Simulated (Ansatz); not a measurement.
## N_i (void) in SiC (P6_3mc): charge-transition levels and formation energies

Charge states of N_i (void) in SiC (P6_3mc), set against the band edges. Model: a cell of 108 host atoms with 1 N put in.

Method: place-levels on r2SCAN runs: charge-transition levels and formation energies with image-charge correction and potential alignment at the atomic sites; PAW set soft_1, in Ansatz 0.2.0.

Experimental background.

For SiC, 6H (bulk crystal, literature), “Charge spill-out and work function of few-layer graphene on SiC(0001)” (2018, arxiv:1806.04908) quotes earlier work: band gap (indirect gap, experimental literature value) 3.03 eV [Literature value cited in passing in the theory part; temperature and measurement method …].

## (1) Starting point

The cell holds 109 atoms: 54 Si, 54 C and 1 N. Cell: a = 9.236 Å, b = 9.236 Å, c = 15.108 Å, α = 90.0°, β = 90.0°, γ = 120.0°. It derives from SiC (space group P6_3mc). Nearest the centre at fractional (0.111, 0.222, 0.437): N109 at 0.00 Å, Si5 at 2.01 Å, Si53 at 2.01 Å, Si17 at 2.01 Å, C8 at 2.01 Å, C56 at 2.01 Å, C20 at 2.01 Å, Si74 at 2.37 Å.

Known beforehand: the electronic dielectric constant, (7.09, 7.09, 7.35), and the static one, (10.43, 10.43, 10.95), computed on the host (DFPT, PBEsol, on the r2SCAN cell), and a cell off the functional's own equilibrium shifts the ionic part.

The cell's shortest repeat is 9.2 Å.

## (2) The runs of each charge state

A transition level is the Fermi level at which two charge states cost the same, so each charge needs its own total energy, at its own relaxed structure.

Random displacements of about 0.05 Å break the site symmetry at the start, so that the relaxation can reach a distorted minimum if there is one. Forces are taken at one point at (¼, ¼, ¼). The cell holds 1 electron more than the neutral one, with a uniform background that keeps it neutral on the whole.

The sampling was tested on the host first: at the k-points planned (1x1x1 shifted 0.25 0.25 0.25) its energy lies -0.041 eV an atom from the dense-mesh value, a large miss, so this sampling is coarse for the host.

One of the inputs; charge, spin and start change from state to state.

qm1.relax/input.yaml reads:

```yaml
crystal:
  lattice:
    - [9.23599493, 0.0, 0.0]
    - [-4.61799746, 7.99860624, 0.0]
    - [0.0, 0.0, 15.1078644]
  atoms:
    - { symbol: Si, position: [0.11111111, 0.22222222, 0.8329854] }
    - { symbol: Si, position: [0.22222222, 0.11111111, 0.3329854] }
    - { symbol: Si, position: [0.22222222, 0.11111111, 0.66650102] }
    - { symbol: Si, position: [0.11111111, 0.22222222, 0.16650102] }
    - { symbol: Si, position: [0.0, 0.0, 0.49972248] }
    - { symbol: Si, position: [0.0, 0.0, 0.99972248] }
    - { symbol: C, position: [0.0, 0.0, 0.87436694] }
    - { symbol: C, position: [0.0, 0.0, 0.37436694] }
    - { symbol: C, position: [0.11111111, 0.22222222, 0.70799668] }
    - { symbol: C, position: [0.22222222, 0.11111111, 0.20799668] }
    - { symbol: C, position: [0.22222222, 0.11111111, 0.54152848] }
    - { symbol: C, position: [0.11111111, 0.22222222, 0.04152848] }
    - { symbol: Si, position: [0.11111111, 0.55555556, 0.8329854] }
    - { symbol: Si, position: [0.22222222, 0.44444444, 0.3329854] }
    - { symbol: Si, position: [0.22222222, 0.44444444, 0.66650102] }
    - { symbol: Si, position: [0.11111111, 0.55555556, 0.16650102] }
    - { symbol: Si, position: [0.0, 0.33333333, 0.49972248] }
    - { symbol: Si, position: [0.0, 0.33333333, 0.99972248] }
    - { symbol: C, position: [0.0, 0.33333333, 0.87436694] }
    - { symbol: C, position: [0.0, 0.33333333, 0.37436694] }
    - { symbol: C, position: [0.11111111, 0.55555556, 0.70799668] }
    - { symbol: C, position: [0.22222222, 0.44444444, 0.20799668] }
    - { symbol: C, position: [0.22222222, 0.44444444, 0.54152848] }
    - { symbol: C, position: [0.11111111, 0.55555556, 0.04152848] }
    - { symbol: Si, position: [0.11111111, 0.88888889, 0.8329854] }
    - { symbol: Si, position: [0.22222222, 0.77777778, 0.3329854] }
    - { symbol: Si, position: [0.22222222, 0.77777778, 0.66650102] }
    - { symbol: Si, position: [0.11111111, 0.88888889, 0.16650102] }
    - { symbol: Si, position: [0.0, 0.66666667, 0.49972248] }
    - { symbol: Si, position: [0.0, 0.66666667, 0.99972248] }
    - { symbol: C, position: [0.0, 0.66666667, 0.87436694] }
    - { symbol: C, position: [0.0, 0.66666667, 0.37436694] }
    - { symbol: C, position: [0.11111111, 0.88888889, 0.70799668] }
    - { symbol: C, position: [0.22222222, 0.77777778, 0.20799668] }
    - { symbol: C, position: [0.22222222, 0.77777778, 0.54152848] }
    - { symbol: C, position: [0.11111111, 0.88888889, 0.04152848] }
    - { symbol: Si, position: [0.44444444, 0.22222222, 0.8329854] }
    - { symbol: Si, position: [0.55555556, 0.11111111, 0.3329854] }
    - { symbol: Si, position: [0.55555556, 0.11111111, 0.66650102] }
    - { symbol: Si, position: [0.44444444, 0.22222222, 0.16650102] }
    - { symbol: Si, position: [0.33333333, 0.0, 0.49972248] }
    - { symbol: Si, position: [0.33333333, 0.0, 0.99972248] }
    - { symbol: C, position: [0.33333333, 0.0, 0.87436694] }
    - { symbol: C, position: [0.33333333, 0.0, 0.37436694] }
    - { symbol: C, position: [0.44444444, 0.22222222, 0.70799668] }
    - { symbol: C, position: [0.55555556, 0.11111111, 0.20799668] }
    - { symbol: C, position: [0.55555556, 0.11111111, 0.54152848] }
    - { symbol: C, position: [0.44444444, 0.22222222, 0.04152848] }
    - { symbol: Si, position: [0.44444444, 0.55555556, 0.8329854] }
    - { symbol: Si, position: [0.55555556, 0.44444444, 0.3329854] }
    - { symbol: Si, position: [0.55555556, 0.44444444, 0.66650102] }
    - { symbol: Si, position: [0.44444444, 0.55555556, 0.16650102] }
    - { symbol: Si, position: [0.33333333, 0.33333333, 0.49972248] }
    - { symbol: Si, position: [0.33333333, 0.33333333, 0.99972248] }
    - { symbol: C, position: [0.33333333, 0.33333333, 0.87436694] }
    - { symbol: C, position: [0.33333333, 0.33333333, 0.37436694] }
    - { symbol: C, position: [0.44444444, 0.55555556, 0.70799668] }
    - { symbol: C, position: [0.55555556, 0.44444444, 0.20799668] }
    - { symbol: C, position: [0.55555556, 0.44444444, 0.54152848] }
    - { symbol: C, position: [0.44444444, 0.55555556, 0.04152848] }
[... 34 lines left out ...]
    - { symbol: C, position: [0.88888889, 0.44444444, 0.54152848] }
    - { symbol: C, position: [0.77777778, 0.55555556, 0.04152848] }
    - { symbol: Si, position: [0.77777778, 0.88888889, 0.8329854] }
    - { symbol: Si, position: [0.88888889, 0.77777778, 0.3329854] }
    - { symbol: Si, position: [0.88888889, 0.77777778, 0.66650102] }
    - { symbol: Si, position: [0.77777778, 0.88888889, 0.16650102] }
    - { symbol: Si, position: [0.66666667, 0.66666667, 0.49972248] }
    - { symbol: Si, position: [0.66666667, 0.66666667, 0.99972248] }
    - { symbol: C, position: [0.66666667, 0.66666667, 0.87436694] }
    - { symbol: C, position: [0.66666667, 0.66666667, 0.37436694] }
    - { symbol: C, position: [0.77777778, 0.88888889, 0.70799668] }
    - { symbol: C, position: [0.88888889, 0.77777778, 0.20799668] }
    - { symbol: C, position: [0.88888889, 0.77777778, 0.54152848] }
    - { symbol: C, position: [0.77777778, 0.88888889, 0.04152848] }
    - { symbol: "N", position: [0.111111, 0.222222, 0.437048] }
  host:
    repeats: [3, 3, 1]
    atoms:
      - { symbol: Si, position: [0.33333333, 0.66666667, 0.8329854] }
      - { symbol: Si, position: [0.66666667, 0.33333333, 0.3329854] }
      # ... 10 more atoms of the perfect host
total_charge: -1
basis:
  ecutwfc: 500
  xc_grid: 2
hamiltonian:
  xc: r2scan
  pseudopotentials: { kind: paw, azcp: { folder: soft_1 } }
kpoints:
  mp_grid: { grid: [1, 1, 1], shift: [0.25, 0.25, 0.25] }
scf:
  occupations: { method: fixed }
  max_iter: 60
output:
  forces: true
  charged_corrections:
    epsilon: [7.09, 7.09, 7.35]
    static_epsilon: [10.43, 10.43, 10.95]
    defect_position: [0.111111, 0.222222, 0.437048]
relax:
  f_tol: 0.02
  max_steps: 80
  random_displacement: { amplitude: 0.05, seed: 1922 }
checkpoint:
  write: "../qm1.relax.run"
  compress: false
  write_wavefunctions: true
  write_every: 100000
```

Command:

```bash
$ ansatz run input.yaml --threads 4 --pin off --max-ram 15073MiB --backend cpu --events-out ev --progress --plain --runs-dir out
```

The relaxed structure is kept and the sampling changed to a 2×2×2 shifted mesh.

The run of this state that the levels use, under r2SCAN:

qm1.point/input.yaml reads:

```yaml
crystal:
  checkpoint: "../qm1.relax.run"
  host: checkpoint
total_charge: -1
basis:
  ecutwfc: 500
  xc_grid: 2
hamiltonian:
  xc: r2scan
  pseudopotentials: { kind: paw, azcp: { folder: soft_1 } }
kpoints:
  mp_grid: { grid: [2, 2, 2], shift: [0.5, 0.5, 0.5] }
scf:
  occupations: { method: fermi_dirac, width: 0.01 }
  max_iter: 60
output:
  forces: true
  eigenvalues: true
  charged_corrections:
    epsilon: [7.09, 7.09, 7.35]
    static_epsilon: [10.43, 10.43, 10.95]
    defect_position: [0.111111, 0.222222, 0.437048]
  eigenstates: { localisation: true }
  populations: true
  band_densities: [{ bands: [v1, v1] }, { bands: [c1, c1] }]
  write_density: true
  write_potential: true
  volumetric_format: npy
checkpoint:
  read: "../qm1.relax.run"
  write: "../qm1.point.run"
  compress: false
  write_wavefunctions: false
  write_every: 100000
```

Relaxations under r2SCAN at one point at (¼, ¼, ¼); times on 4 threads of Arm Neoverse V1, shared host:

```tsv
charge	moment (μB)	occupations	outcome	steps	largest displacement against the far atoms (Å)	time
−1	0	fixed	converged	19	1.60	9.8 min
0	1	fixed	converged	17	1.56	24 min
+1	0	fixed	converged	19	1.56	9.8 min
```

Single points under r2SCAN at a 2×2×2 shifted mesh; times on 4 threads of Arm Neoverse V1, shared host:

```tsv
charge	moment (μB)	occupations	outcome	time
−1	0	fermi-dirac	converged	3.9 min
0	1	fermi-dirac	converged	7.7 min
+1	0	fermi-dirac	converged	3.8 min
```

Distances (Å) from N109 to the nearest atoms after relaxation with r2SCAN:

```tsv
charge	moment (μB)	1.	2.	3.	4.	5.	6.
−1	0	C 1.43	Si 1.61	Si 1.77	C 2.39	Si 2.64	Si 2.68
0	1	C 1.39	Si 1.71	Si 1.71	Si 2.51	Si 2.51	C 2.62
+1	0	C 1.32	Si 1.72	Si 1.77	Si 2.57	C 2.57	C 2.67
```

## (3) Levels against the band edges, r2SCAN

A charged cell interacts with its images and the background, and its potential has another zero than the host's. place-levels removes the first by a point-charge model, screened by the static dielectric constant since the ions have relaxed around the charge, and the second by comparing potentials at atoms far from the defect.

The host is a run of the defect-free crystal in the same cutoffs, grids and k-points, so that basis and sampling errors cancel in part in the differences. The host is run in a cell of 12 atoms on a matching mesh. Its band edges are searched through the zone by a band path, so the gap is smaller than, or equal to, that on the mesh. Chemical potentials are energies per atom of N (N2 molecule), run with the same functional and cutoff.

levels.point.yaml reads:

```yaml
host:
  run: host.point.run
states: [qm1.point.run, q0_M1.point.run, qp1.point.run]
geometry_from:
  qm1.point.run: qm1.relax.run
  q0_M1.point.run: q0_M1.relax.run
  qp1.point.run: qp1.relax.run
  host.point.run: host.relax.run
chemical_potentials:
  "N":
    energy: -384.814403
    dataset: "<sha256 of the dataset>"
epsilon: [7.09, 7.09, 7.35]
static_epsilon: [10.43, 10.43, 10.95]
vertical:
  - { from: qm1.point.run, to: qm1.point_neutral.run }
  - { from: qp1.point.run, to: qp1.point_neutral.run }
```

Command:

```bash
$ ansatz place-levels levels.point.yaml -- --threads 4 --pin off --max-ram 15073MiB
```

Numbers of over 12 decimals in the logs are rounded to 6 here.

Log:

```text
[... repeated set-up lines and file paths are left out, and long positions are rounded to six places ...]
(+1/0) 0.956 eV above the valence edge, 1.413 eV under the conduction edge
(0/-1) 1.396 eV above the valence edge, 0.972 eV under the conduction edge
formation energy of charge +1: +3.515 eV with the Fermi level at the valence edge
formation energy of charge 0: +4.471 eV with the Fermi level at the valence edge
formation energy of charge -1: +5.867 eV with the Fermi level at the valence edge
vertical -1 to 0: no energy, since no alignment is typed
  the change from vertical[0].from (qm1.point.run) to vertical[0].to (qm1.point_neutral.run): by its potential at epsilon [7.09, 7.09, 7.35] it stands at 0.064 0.057 0.339, with an rms radius of about 2.0 Å (1.4 0.7 1.2 Å across the planes of the cell's [...]
vertical +1 to 0: no energy, since no alignment is typed
  the change from vertical[1].from (qp1.point.run) to vertical[1].to (qp1.point_neutral.run): by its potential at epsilon [7.09, 7.09, 7.35] it stands at 0.933 0.017 0.357, with an rms radius of about 1.6 Å (1.2 1.0 0.0 Å across the planes of the cell's [...]
  edges by r2scan, gap 2.368 eV; the host is sampled to repeats of 18.47 Å
  the defect's cells are sampled to repeats of 18.47 Å, like sampling
  charge +1: -48522.6663 eV with its correction of +0.220 eV, at epsilon [10.43, 10.43, 10.95], aligned at sites: +0.0535 eV, mean over 76 atomic sites at or beyond 4.62 Å from the defect at [0.1111, 0.2222, 0.4370], with -0.002065 for the charge's moments [...]
  charge 0: +0.000 eV for its dipole among its images, +0.009 omitted
  charge -1: -48501.4460 eV with its correction of +0.097 eV, at epsilon [10.43, 10.43, 10.95], aligned at sites: +0.0694 eV, mean over 76 atomic sites at or beyond 4.62 Å from the defect at [0.1111, 0.2222, 0.4370], with -0.020791 for the charge's moments [...]
  of states[2] (qp1.point.run): the host's ions (past the first shell or, of a walk that freed a part, those that it held) aren't shown at rest: they stand up to 0.263 Å off their sites, 2.86 of a continuum's relaxation, the totals under the two constants [...]
  of states[1] (q0_M1.point.run): its sublattices stand up to 0.0273 Å off the host's, which by the two runs' forces adds about +0.01 eV to its energy against the host's, and moves the band edges: relax the crystal first, and build the cells on it; [...]
  of states[0] (qm1.point.run): it parts from the run at its places by a charge that spreads by about 1.4 Å along one vector (1.4 Å or more is wide), by its potential at epsilon [7.09, 7.09, 7.35], taken for that of held ions (one typed too small widens it), [...]
  of vertical[0].from (qm1.point.run): it parts from the run at its places by a charge that spreads by about 1.4 Å along one vector (1.4 Å or more is wide), by its potential at epsilon [7.09, 7.09, 7.35], taken for that of held ions (one typed too small [...]
  of vertical[0].to (qm1.point_neutral.run): stability_check_not_made
  of vertical[1].to (qp1.point_neutral.run): stability_check_not_made
```

It took 0.48 s on 4 threads of Arm Neoverse V1, shared host.

Levels between the charges placed, in eV above the valence top:

```tsv
	gap (eV)	(+1/0)	(0/−1)
r2SCAN	2.37	0.96	1.40
```

Corrections by state:

```tsv
charge	moment (μB)	image terms and alignment (eV)	band filling (eV)	ε used	over the lowest of its charge, as the program ranks them, band filling apart (eV)
+1	0.0	0.220	-	principal values (10.43, 10.43, 10.95)	0.000
0	1.0	0.000	-	-	0.000
−1	0.0	0.097	-	principal values (10.43, 10.43, 10.95)	0.000
```

The charged structures listed were also run neutral, and place-levels reads from each pair, by the potential or the spins, how wide the charge is by which they differ; that can be the carrier of either run.

```tsv
charge	rms radius (Å)	spread where it is widest against the cell (Å)	wide from (Å)	reading
+1	1.6	1.22	1.39	narrow
−1	2.0	1.42	1.39	wide
```

The neutral runs of these pairs need not share the spin of the lowest neutral state, and very wide values only mean spread over the cell.

From the program's caveats on the states, each cut to its opening words:

- charge +1: the host's ions (past the first shell or, of a walk that freed a part, those that it held) aren't shown at rest: they stand up to 0.263 Å off their sites, 2.86 [...]
- charge 0 (1 μB): its sublattices stand up to 0.0273 Å off the host's, which by the two runs' forces adds about +0.01 eV to its energy against the host's, and moves the band [...]
- charge 0 (1 μB): flagged: stability check not made
- charge −1: it parts from the run at its places by a charge that spreads by about 1.4 Å along one vector (1.4 Å or more is wide), by its potential at epsilon [7.09, 7.09, [...]
- charge −1: the far atoms show a dipole or second moment of the defect's charge, for which the correction takes or leaves out 0.104 eV: further moments aren't read, and [...]

The host's formation energy from the elements is -0.356 eV per atom; it sets how far the chemical potentials can move.

Limit set by the element alone; other compounds of these elements are not counted. Chemical potentials from the elements' reference states: C 0.00 eV, Si -0.71 eV, N 0.00 eV. Formation energies (C-rich), with the Fermi level at the valence top and at the conduction bottom (gap 2.37 eV):

```tsv
charge	at valence top (eV)	at conduction bottom (eV)	correction included (eV)
+1	3.51	5.88	0.22
0	4.47	4.47	0.00
−1	5.87	3.50	0.10
```

```json
{"Fermi level (eV)": "0.00", "lowest formation energy (eV)": "3.51"}
{"Fermi level (eV)": "0.22", "lowest formation energy (eV)": "3.73"}
{"Fermi level (eV)": "0.43", "lowest formation energy (eV)": "3.95"}
{"Fermi level (eV)": "0.65", "lowest formation energy (eV)": "4.16"}
{"Fermi level (eV)": "0.86", "lowest formation energy (eV)": "4.38"}
{"Fermi level (eV)": "1.08", "lowest formation energy (eV)": "4.47"}
{"Fermi level (eV)": "1.29", "lowest formation energy (eV)": "4.47"}
{"Fermi level (eV)": "1.51", "lowest formation energy (eV)": "4.36"}
{"Fermi level (eV)": "1.72", "lowest formation energy (eV)": "4.14"}
{"Fermi level (eV)": "1.94", "lowest formation energy (eV)": "3.93"}
{"Fermi level (eV)": "2.15", "lowest formation energy (eV)": "3.71"}
{"Fermi level (eV)": "2.37", "lowest formation energy (eV)": "3.50"}
```

Limit set by the element alone; other compounds of these elements are not counted. Chemical potentials from the elements' reference states: Si 0.00 eV, C -0.71 eV, N 0.00 eV. Formation energy by charge state (Si-rich; gap 2.37 eV):

```tsv
charge	at valence top (eV)	at conduction bottom (eV)	correction included (eV)
+1	3.51	5.88	0.22
0	4.47	4.47	0.00
−1	5.87	3.50	0.10
```

```csv
Fermi level (eV),lowest formation energy (eV)
0.00,3.51
0.22,3.73
0.43,3.95
0.65,4.16
0.86,4.38
1.08,4.47
1.29,4.47
1.51,4.36
1.72,4.14
1.94,3.93
2.15,3.71
2.37,3.50
```

## (4) Effect of the sampling

The relaxations' own energies give the levels at their sampling, for comparison.

levels.relax_mesh.yaml reads:

```yaml
host:
  run: host.relax.run
states: [qm1.relax.run, q0_M1.relax.run, qp1.relax.run]
chemical_potentials:
  "N":
    energy: -384.814403
    dataset: "<sha256 of the dataset>"
```

Command:

```bash
$ ansatz place-levels levels.relax_mesh.yaml -- --threads 4 --pin off --max-ram 15073MiB
```

Log:

```text
(+1/0) 0.991 eV above the valence edge, 1.387 eV under the conduction edge
(0/-1) 1.516 eV above the valence edge, 0.862 eV under the conduction edge
formation energy of charge +1: +3.608 eV with the Fermi level at the valence edge
formation energy of charge 0: +4.599 eV with the Fermi level at the valence edge
formation energy of charge -1: +6.115 eV with the Fermi level at the valence edge
  edges by r2scan, gap 2.378 eV; the host is sampled to repeats of 16.00 Å
[... the lines on each state left out ...]
```

Run time: 0.16 s. Hardware: 4 threads.

Levels between neighbouring charges, in eV above the valence top:

```tsv
	gap (eV)	(+1/0)	(0/−1)
one point at (¼, ¼, ¼)	2.38	0.99	1.52
a 2×2×2 shifted mesh	2.37	0.96	1.40
```

Going from one point at (¼, ¼, ¼) to a 2×2×2 shifted mesh moves the levels that carry no band-filling term by up to 0.12 eV and formation energies against the elements by up to 0.25 eV.

## (5) Results

- gap of the host: 2.37 eV (r2SCAN)
- level (plus 1/0): 0.96 eV above the valence top
- level (0/minus 1): 1.40 eV above the valence top
- lowest of the charges placed, just above the valence top (0.02 eV): +1
- lowest of the charges placed, just below the conduction bottom (0.02 eV): −1
- lowest formation energy at mid-gap of the charges run, C-rich: 4.47 eV
- lowest formation energy at mid-gap of the charges run, Si-rich: 4.47 eV

What this shows: Of the charges placed (−1, 0 and +1), the lowest changes at 0.96 eV (+1/0) and 1.40 eV (0/−1) above the valence top, in a gap of 2.37 eV. Charges above +1 and below −1 were not placed, so these runs say nothing of levels that involve them. States placed: +1 at 0 μB; 0 at 1 μB; −1 at 0 μB. Other spin states or structures, where not listed, weren't placed. At charge −1, 0 and +1 the atom put in ends up to 1.6 Å from its starting place, so the name tells the start alone and the levels can join different sites. N is taken at its element; compounds, which aren't counted here, bound the chemical potentials and would shift these formation energies. Going from one point at (¼, ¼, ¼) to a 2×2×2 shifted mesh moves the levels that carry no band-filling term by up to 0.12 eV and formation energies against the elements by up to 0.25 eV. What this leaves open: r2SCAN makes the gap too small and tends to spread out bound carriers; where a gas molecule sets a chemical potential or the host's formation energy, its binding is uncorrected; force components of up to 0.36 eV/Å remain in a run at the final settings.

Comparison with the measured values:

| quantity | measured | r2SCAN |
| --- | --- | --- |
| band gap (least gap of the host) (eV) | 3.03 | 2.37 (-0.66 eV) |

Measured values from arxiv:1806.04908 (2018).

Verdict: The band gap is off by -0.66 eV: a clear miss. Local and semilocal functionals usually give gaps below the measured ones. Zero-point and thermal motion shift the measured gap.

[Logs are printed without paths, hosts, clocks, repeated set-up lines and the standing remarks that a program may print on its own settings, such as how far it seeks lower states.]

[Hosts, paths, dates, database ids (printed as entryN), source tags and the programs' standing remarks are cut or masked in the printed files.]

[Where a table of states has a column of steps, it counts the stored structures, which are thinned; the runs took as many ionic steps or more.]

[A defect's name tells the site on which it was built; relaxed atoms can leave that site.]

[For some hosts the program warned that the k-mesh of the response run may be too coarse for force constants and the static dielectric constant; such warnings are not shown here.]
